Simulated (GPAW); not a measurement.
The Zn K edge of atom 1 in MnZn (Pm-3m), with 8 Mn at 2.66 Å and 6 Zn at 3.07 Å (cube and octahedron, as in bcc, site symmetry m-3m), was computed in 2 ways: excited-electron core hole (neutral cell) and no core hole. Program and functional: GPAW, LDA, Gaussian full width 1.67 eV up to 4 eV, rising linearly to 3.5 eV at 25 eV; cells of 2 and 16 atoms (the run without a hole in the smaller).

Each run is counted from its own lowest empty level or Fermi level and scaled to a mean of 1 over its first 20 eV.

```csv
E (eV),run 1,run 2
-2.0,0.00,0.00
-1.0,0.05,0.04
0.0,0.27,0.28
1.0,0.42,0.45
2.0,0.40,0.48
3.0,0.41,0.56
4.0,0.54,0.71
5.0,0.76,1.08
6.0,0.95,1.39
7.0,1.23,1.56
8.0,1.42,1.52
9.0,1.39,1.33
10.0,1.33,1.16
11.0,1.31,1.05
12.0,1.17,0.96
13.0,1.03,1.03
14.0,1.17,1.27
15.0,1.41,1.22
16.0,1.42,0.93
17.0,1.13,0.86
18.0,0.86,0.92
19.0,0.91,0.86
20.0,1.04,0.75
21.0,1.01,0.77
22.0,0.92,0.89
23.0,0.92,0.99
24.0,0.97,0.99
25.0,1.04,0.93
26.0,1.09,0.93
27.0,1.14,1.04
28.0,1.16,1.15
29.0,1.17,1.15
30.0,1.19,1.09
31.0,1.23,1.04
32.0,1.27,1.01
```

Which run is which?

Run 1: no core hole (area from −2 to 6 eV 3.3, main maxima 8.4 eV (1.43), 15.6 eV (1.45) and 20.2 eV (1.05)). Run 2: excited-electron core hole (neutral cell) (area from −2 to 6 eV 4.3, main maxima 7.4 eV (1.57), 14.4 eV (1.31), 23.4 eV (1.00) and 28.6 eV (1.16)). With each curve scaled to its own mean, the area from −2 to 6 eV with the hole is 4.3 against 3.3, and the centre of weight from −1 to 20 eV moves by -0.7 eV: the hole pulls the absorber's empty states down.

[Banner, clock and machine lines of the logs are left out without a mark of their own.]

[Logs are printed without paths, hosts, clocks, repeated set-up lines and the standing remarks that a program may print on its own settings, such as how far it seeks lower states.]

[Hosts, paths, dates, database ids (printed as entryN), source tags and the programs' standing remarks are cut or masked in the printed files.]

[Lists of maxima count a maximum above −3 eV only where it reaches 4 % of the highest in the window and stands out from its surroundings by 2 % of it (1.5 % where it reaches 55 %); shoulders and weaker maxima are passed over, and of the rest the first, up to two pre-edge ones and the few strongest are named.]
